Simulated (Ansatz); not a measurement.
# How Mo(100) screens a field, part 2 of 2

Wanted: the response of a Mo(100) slab to a perpendicular field.

Ansatz 0.2.0; plane-wave DFT, LDA, Ansatz PAW.

So far. Step 7 (Single point, field 0.2 V/Å): The dipole is 0.150 e·Å. Step 8 (Atoms held, field -0.2 V/Å): The dipole is -0.150 e·Å.

## 9. Single point, field 0.4 V/Å

Input file input.yaml:

```yaml
crystal:
  lattice:
    - [3.15, 0.0, 0.0]
    - [0.0, 3.15, 0.0]
    - [0.0, 0.0, 27.45]
  atoms:
    - { symbol: Mo, position: [0.0, 0.0, 0.3278688525] }
    - { symbol: Mo, position: [0.5, 0.5, 0.3852459016] }
    - { symbol: Mo, position: [0.0, 0.0, 0.4426229508] }
    - { symbol: Mo, position: [0.5, 0.5, 0.5] }
    - { symbol: Mo, position: [0.0, 0.0, 0.5573770492] }
    - { symbol: Mo, position: [0.5, 0.5, 0.6147540984] }
    - { symbol: Mo, position: [0.0, 0.0, 0.6721311475] }
kpoints:
  mp_grid: { grid: [16, 16, 1] }
hamiltonian:
  xc: lda
scf:
  occupations: { method: fermi_dirac, width: 0.1 }
  convergence: { dr2_threshold: 1.0e-10 }
efield:
  axis: 3
  dipole_correction: true
  ramp_position: 0.97
  ramp_width: 0.06
  amplitude: 0.4
output:
  forces: true
  write_potential: true
  write_density: true
  volumetric_format: npy
  elf: true
```

Launch:

```bash
ansatz run input.yaml --threads 2 --pin off --max-ram 3072MiB --backend cpu --events-out ev --progress --plain --runs-dir out
```

Numbers of over 12 decimals in the logs are rounded to 6 here.

What it wrote:

```text
[...]
Crystal: 7 atoms, lattice volume = 272.373 Å³
Basis set: ecut = 420 eV, 5379 PW (Γ)
Bands: 59, of which v1, the nominal top of the filled ones, is band 49 counted from 1 (48 counted from 0)
Symmetry: 8 space group operations
k-points: 45 of 256
[...]
k-point 0: bands = [... 45 lower, 5.0857, 5.0857, 5.2676, 5.6713, 5.7141, 5.7141, 5.8415, 6.1243, ... 6 higher]
  k-point 1: bands = [... 45 lower, 5.1248, 5.1617, 5.5042, 5.5058, 5.5106, 5.7528, 6.0586, 6.2374, ... 6 higher]
  k-point 2: bands = [... 45 lower, 5.1764, 5.2262, 5.4120, 5.5602, 5.6586, 5.8449, 6.2760, 6.3705, ... 6 higher]
  k-point 44: bands = [... 45 lower, 6.0422, 6.0422, 7.3623, 7.3681, 7.7030, 7.7199, 8.0229, 8.0432, ... 6 higher]
[key lines of the parts left out:]
SCF converged after 15 iterations
Free energy (F): -33894.988049 eV
Fermi energy:    5.833578 eV
Dipole field:    D = 0.200028 V/Å  (p = 0.301087 e·Å, saw-weighted, corrected)
```

Wall time 37 s (2 threads of Intel Xeon Platinum 8488C (Sapphire Rapids), shared host); peak memory 0.79 GiB; 73 s of CPU time.

Running mean over 1.575 Å of the planar mean, with the applied field; the ramp of the sawtooth is left out. Electron's electrostatic potential energy less the Fermi level against z:

z (Å), electron's electrostatic potential energy less the Fermi level (eV) and a bar from the least value:
```
      3.5        3.0 ##########################
      4.0        3.2 ##########################
      4.5        3.4 ##########################
      5.0        3.5 ###########################
      5.5        3.7 ###########################
      6.0        3.8 ###########################
      6.5        3.8 ###########################
      7.0        3.5 ##########################
      7.5        2.0 ########################
      8.0       -2.2 #################
      8.5       -7.9 ########
      9.0      -11.3 ##
      9.5      -12.1 #
     10.0      -12.3 #
     10.5      -12.4 
     11.0      -12.6 
     11.5      -12.6 
     12.0      -12.6 
     12.5      -12.6 
     13.0      -12.6 
     13.5      -12.5 
     14.0      -12.5 
     14.5      -12.6 
     15.0      -12.6 
     15.5      -12.6 
     16.0      -12.6 
     16.5      -12.6 
     17.0      -12.4 
     17.5      -12.3 #
     18.0      -12.1 #
     18.5      -11.1 ##
     19.0       -7.5 ########
     19.5       -1.7 ##################
     20.0        2.3 ########################
     20.5        3.7 ###########################
     21.0        4.3 ############################
     21.5        4.6 ############################
     22.0        4.9 #############################
     22.5        5.1 #############################
     23.0        5.3 #############################
     23.5        5.5 ##############################
     24.0        5.7 ##############################
```

The dipole is 0.301 e·Å.

## 10. The response

This step: plane-wave DFT, LDA, Ansatz PAW; screening of a field by a metal slab (Ansatz 0.2.0).

The dipoles give the slope, and the difference of two potentials shows where the field is screened.

This step gave:

```
equivalent conductor thickness p/(ε₀AE)      : 13.71 Å
distance between the outer atoms             : 9.450 Å
inner field over outer field                 : 1.96e-4
image plane, upper face                      : 2.139 Å
induced electrons on the upper face over ε₀E : -0.9980
image plane, lower face                      : 2.139 Å
induced electrons on the lower face over ε₀E : 0.9980
```

Dipole of the cell against applied field:

| applied field (V/Å) | dipole of the cell (e·Å) |
| --- | --- |
| -0.200 | -0.150 |
| -0.100 | -0.0752 |
| -0.050 | -0.0376 |
| 0.000 | 0 |
| 0.050 | 0.0376 |
| 0.100 | 0.0752 |
| 0.200 | 0.150 |
| 0.400 | 0.301 |

Local field over the applied field, running mean. From the potentials at -0.05 and 0.05 V/Å; running mean over 1.575 Å. Local field over applied field against z:

| z (Å) | local field over applied field |
| --- | --- |
| 4.5 | 0.989 |
| 5.0 | 0.975 |
| 5.5 | 0.941 |
| 6.0 | 0.872 |
| 6.5 | 0.742 |
| 7.0 | 0.531 |
| 7.5 | 0.262 |
| 8.0 | 0.0433 |
| 8.5 | -0.0547 |
| 9.0 | -0.0464 |
| 9.5 | -0.00900 |
| 10.0 | 0.00407 |
| 10.5 | 0.00545 |
| 11.0 | 0.00263 |
| 11.5 | -0.00127 |
| 12.0 | -0.00413 |
| 12.5 | -0.00314 |
| 13.0 | -0.00139 |
| 13.5 | 0.00105 |
| 14.0 | 8.9e-4 |
| 14.5 | -0.00159 |
| 15.0 | -0.00333 |
| 15.5 | -0.00400 |
| 16.0 | -8.4e-4 |
| 16.5 | 0.00297 |
| 17.0 | 0.00567 |
| 17.5 | 0.00314 |
| 18.0 | -0.0111 |
| 18.5 | -0.0502 |
| 19.0 | -0.0509 |
| 19.5 | 0.0607 |
| 20.0 | 0.288 |
| 20.5 | 0.555 |
| 21.0 | 0.759 |
| 21.5 | 0.881 |
| 22.0 | 0.946 |
| 22.5 | 0.977 |
| 23.0 | 0.990 |

The induced electron density oscillates, so the rows of the table below give means over windows of 0.5 Å about each position, cut where the curve ends. Its maxima inside the range that stand out by 2 % of the span (Å: e/Å³ per V/Å): 7.58: 0.00387, 9.01: -3.0e-5, 11.01: 9.6e-5, 14.73: 8.3e-5, 18.16: 5.5e-4, 18.87: 0.00173. Its minima: 8.58: -0.00173, 9.29: -5.5e-4, 12.72: -8.3e-5, 16.44: -9.6e-5, 18.44: 3.0e-5, 19.87: -0.00387.

Electrons, planar mean, per unit field. Induced electron density against z; means over each step:

z (Å), induced electron density (e/Å³ per V/Å) and a bar from the least value:
```
      4.5    0.00008 ###############
      5.0    0.00019 ################
      5.5    0.00044 #################
      6.0    0.00092 ###################
      6.5    0.00175 ######################
      7.0    0.00290 ###########################
      7.5    0.00373 ##############################
      8.0    0.00249 #########################
      8.5   -0.00094 ###########
      9.0   -0.00038 #############
      9.5   -0.00023 ##############
     10.0   -0.00003 ###############
     10.5    0.00001 ###############
     11.0    0.00009 ###############
     11.5    0.00003 ###############
     12.0    0.00003 ###############
     12.5   -0.00003 ###############
     13.0   -0.00006 ###############
     13.5    0.00000 ###############
     14.0    0.00000 ###############
     14.5    0.00006 ###############
     15.0    0.00002 ###############
     15.5   -0.00002 ###############
     16.0   -0.00004 ###############
     16.5   -0.00009 ###############
     17.0    0.00000 ###############
     17.5    0.00002 ###############
     18.0    0.00027 ################
     18.5    0.00046 #################
     19.0    0.00074 ##################
     19.5   -0.00277 ####
     20.0   -0.00370 
     20.5   -0.00278 ####
     21.0   -0.00165 ########
     21.5   -0.00086 ###########
     22.0   -0.00040 #############
     22.5   -0.00018 ##############
     23.0   -0.00007 ###############
```

By hand: between -0.05 and 0.05 V/Å the dipole changes by 0.07517 e·Å, a slope of 0.7517 e·Å²/V. A perfect conductor of thickness t has p = ε₀AEt, so t = 180.95 × 0.7517 / 9.922 = 13.71 Å (e/ε₀ = 180.95 V·Å, A in Å²). Less the 9.45 Å between the outer atoms, and halved, that puts each image plane 2.13 Å out.

The induced dipole is that of a conductor 13.71 Å thick.

## 11. A changed input: basis.xc_grid = 2

This step: plane-wave DFT, LDA, Ansatz PAW (Ansatz 0.2.0).

A run with a changed input: it repeats the earlier run at 0.05 V/Å with basis.xc_grid to 2.

Edit input.yaml of step 9 so:

```diff
@@ -25,3 +25,3 @@
   ramp_width: 0.06
-  amplitude: 0.4
+  amplitude: 0.05
 output:
@@ -31,2 +31,3 @@
   volumetric_format: npy
-  elf: true
+basis:
+  xc_grid: 2
```

What it wrote:

```text
[...]
Crystal: 7 atoms, lattice volume = 272.373 Å³
Basis set: ecut = 420 eV, 5379 PW (Γ), exchange–correlation on 48×48×384 points (8 copies of the dense FFT grid, shifted against one another)
Bands: 59, of which v1, the nominal top of the filled ones, is band 49 counted from 1 (48 counted from 0)
Symmetry: 8 space group operations
k-points: 45 of 256
[...]
SCF iter   1: F=—  HF=-33902.387327 eV  |F-HF|=—  |Δ(HF+E_count)|=         —  Δρ=7.50e-2  dr2=7.77e1  ethr=3.10e-3  p=0.035 e·Å  D=2.29e-2 V/Å  ΔV_dip=-0.63 eV  dr2_dipole=3.28e-4  V_vac-E_F(+/−)=6.63/6.00 eV  ⟨swp⟩=9.1  Hψ=12871  notcnv=0
[...]
SCF iter  14: F=-33894.928809 eV  HF=-33894.928809 eV  |F-HF|=4.15e-10  |Δ(HF+E_count)|=  3.86e-10  Δρ=1.20e-7  dr2=4.29e-11  ethr=1.00e-12  p=0.038 e·Å  D=2.50e-2 V/Å  ΔV_dip=-0.69 eV  dr2_dipole=9.54e-14  V_vac-E_F(+/−)=4.54/3.97 eV  ⟨swp⟩=11.2  Hψ=17136  notcnv=0
SCF 1 converged in 14 iterations: F = -33894.928809 eV  dr2 = 4.29e-11
[...]
SCF converged after 14 iterations
Free energy (F): -33894.928809 eV
[...]
Internal energy: -33894.690975 eV  (E = F + TS)
E sigma→0 (E₀):  -33894.809892 eV
Entropy (-TS):   -0.237834 eV (-33.976 meV/atom)
Fermi energy:    5.849474 eV
Dipole field:    D = 0.024971 V/Å  (p = 0.037587 e·Å, saw-weighted, corrected)
Work function:   not extracted (applied field tilts the vacuum); planar V_es + V_field profile in the machine report
[...]
--- Forces (eV/Å), atoms counted from 1 ---
  atom   1  Mo     0.00000000     0.00000000     2.08525379
  atom   2  Mo    -0.00000000     0.00000000    -1.23506539
  atom   3  Mo    -0.00000000     0.00000000    -0.20865223
  atom   4  Mo    -0.00000000     0.00000000     0.00118822
  atom   5  Mo     0.00000000     0.00000000     0.20621246
  atom   6  Mo     0.00000000     0.00000000     1.23940780
  atom   7  Mo     0.00000000     0.00000000    -2.08834591
  max |Σ_I F_I| component: 1.25e-6 eV/Å
--- Band table (eV; the first three rows and the last of 45) ---
  k-point 0: bands = [... 45 lower, 5.1016, 5.1016, 5.2835, 5.7300, 5.7300, 5.7617, 5.7834, 6.1402, ... 6 higher]
  k-point 1: bands = [... 45 lower, 5.1408, 5.1778, 5.5202, 5.5265, 5.5324, 5.7698, 6.0638, 6.2530, ... 6 higher]
  k-point 2: bands = [... 45 lower, 5.1953, 5.2409, 5.4279, 5.5761, 5.6793, 5.8582, 6.2920, 6.3973, ... 6 higher]
  k-point 44: bands = [... 45 lower, 6.0579, 6.0579, 7.3781, 7.3831, 7.7189, 7.7356, 8.0387, 8.0583, ... 6 higher]
```

It took 33 s on 2 threads; peak memory 0.78 GiB; 66 s of CPU time.

This step gave:

```yaml
energy_at_zero_smearing: -33894.8099 eV
dipole_along_the_normal: 0.03759 e·Å
```

Force by atom:

| atom | x (eV/Å) | y (eV/Å) | z (eV/Å) | size |
| --- | --- | --- | --- | --- |
| Mo1 | 0.00 | 0.00 | 2.09 | 2.09 |
| Mo2 | 0.00 | 0.00 | -1.24 | 1.24 |
| Mo3 | 0.00 | 0.00 | -0.21 | 0.21 |
| Mo4 | 0.00 | 0.00 | 0.00 | 0.00 |
| Mo5 | 0.00 | 0.00 | 0.21 | 0.21 |
| Mo6 | 0.00 | 0.00 | 1.24 | 1.24 |
| Mo7 | 0.00 | 0.00 | -2.09 | 2.09 |

| quantity | this run | earlier run | difference |
| --- | --- | --- | --- |
| dipole along the normal (e·Å) | 0.03759 | 0.03759 | 7.8e-8 |

The dipole moves by under 0.5 % or 5e-5 e·Å.

## 12. Varying the input

Another changed input: it repeats the earlier run at 0.05 V/Å with efield.dipole_correction from true to false.

Edit input.yaml of step 11 so:

```diff
@@ -22,3 +22,3 @@
   axis: 3
-  dipole_correction: true
+  dipole_correction: false
   ramp_position: 0.97
@@ -31,3 +31 @@
   volumetric_format: npy
-basis:
-  xc_grid: 2
```

What it wrote:

```text
[...]
Crystal: 7 atoms, lattice volume = 272.373 Å³
Basis set: ecut = 420 eV, 5379 PW (Γ)
Bands: 59, of which v1, the nominal top of the filled ones, is band 49 counted from 1 (48 counted from 0)
Symmetry: 8 space group operations
k-points: 45 of 256
[...]
SCF iter   1: F=—  HF=-33895.125841 eV  |F-HF|=—  |Δ(HF+E_count)|=         —  Δρ=1.57e-2  dr2=2.11e1  ethr=1.77e-3  p=0.000 e·Å  V_vac-E_F(+/−)=4.90/3.64 eV  ⟨swp⟩=8.4  Hψ=12548  notcnv=0
[...]
SCF iter  13: F=-33894.929749 eV  HF=-33894.929749 eV  |F-HF|=4.22e-10  |Δ(HF+E_count)|=   4.64e-9  Δρ=8.12e-8  dr2=4.04e-11  ethr=1.00e-12  p=0.075 e·Å  V_vac-E_F(+/−)=4.82/3.67 eV  ⟨swp⟩=10.5  Hψ=15542  notcnv=0
SCF 1 converged in 13 iterations: F = -33894.929749 eV  dr2 = 4.04e-11
[...]
SCF converged after 13 iterations
Free energy (F): -33894.929749 eV
[...]
Internal energy: -33894.691938 eV  (E = F + TS)
E sigma→0 (E₀):  -33894.810843 eV
Entropy (-TS):   -0.237811 eV (-33.973 meV/atom)
Fermi energy:    5.848751 eV
Dipole field:    D = 0.049895 V/Å  (p = 0.075103 e·Å, saw-weighted)
Work function:   not extracted (applied field tilts the vacuum); planar V_es + V_field profile in the machine report
[...]
--- Forces (eV/Å), atoms counted from 1 ---
  atom   1  Mo    -0.00000000     0.00000000     2.08344280
  atom   2  Mo    -0.00000000     0.00000000    -1.23291777
  atom   3  Mo    -0.00000000     0.00000000    -0.20987113
  atom   4  Mo    -0.00000000     0.00000000     0.00237356
  atom   5  Mo     0.00000000     0.00000000     0.20499844
  atom   6  Mo     0.00000000     0.00000000     1.24159148
  atom   7  Mo     0.00000000     0.00000000    -2.08961161
  max |Σ_I F_I| component: 5.76e-6 eV/Å
--- Band table (eV; the first three rows and the last of 45) ---
  k-point 0: bands = [... 45 lower, 5.1009, 5.1009, 5.2828, 5.7293, 5.7293, 5.7505, 5.7931, 6.1395, ... 6 higher]
  k-point 1: bands = [... 45 lower, 5.1401, 5.1770, 5.5194, 5.5258, 5.5311, 5.7690, 6.0636, 6.2523, ... 6 higher]
  k-point 2: bands = [... 45 lower, 5.1944, 5.2402, 5.4272, 5.5753, 5.6784, 5.8576, 6.2912, 6.3957, ... 6 higher]
  k-point 44: bands = [... 45 lower, 6.0572, 6.0572, 7.3774, 7.3825, 7.7181, 7.7349, 8.0380, 8.0576, ... 6 higher]
```

Run time: 29 s. Hardware: 2 threads; peak memory 0.84 GiB; 58 s of CPU time.

| quantity | this run | earlier run | difference |
| --- | --- | --- | --- |
| dipole along the normal (e·Å) | 0.07510 | 0.03759 | 0.038 |

With the dipole correction off, the periodic images add a field of their own to the typed one.

It moves by +0.0375 e·Å.

These numbers are not those of the isolated slab.

## 13. Summary of results

| Quantity | Value |
| --- | --- |
| work function | 4.27 eV |
| image plane, upper face | 2.14 Å |
| induced electrons on the upper face over ε₀E | -0.998 |
| equivalent conductor thickness p/(ε₀AE) | 13.7 Å |
| inner field over outer field | 2.0e-4 |

In words: The induced charge has its centre 2.14 Å outside the outermost atoms; this is the plane from which a capacitor's gap or an image potential counts. The equivalent conductor thickness exceeds the distance between the outer atoms by 4.26 Å, about the sum of the two image-plane distances. In the middle of the slab the field is screened to under 0.5 % of its outer value. The atoms are held at bulk positions with the tabulated experimental lattice constant.

[Logs are printed without paths, hosts, clocks, repeated set-up lines and the standing remarks that a program may print on its own settings, such as how far it seeks lower states.]

[Hosts, paths, dates, database ids (printed as entryN), source tags and the programs' standing remarks are cut or masked in the printed files.]

[Maps of the electrostatic potential energy from Ansatz leave out the sawtooth potential of an applied field or a dipole correction, so their vacuum need not be flat; planar profiles and work functions include it.]
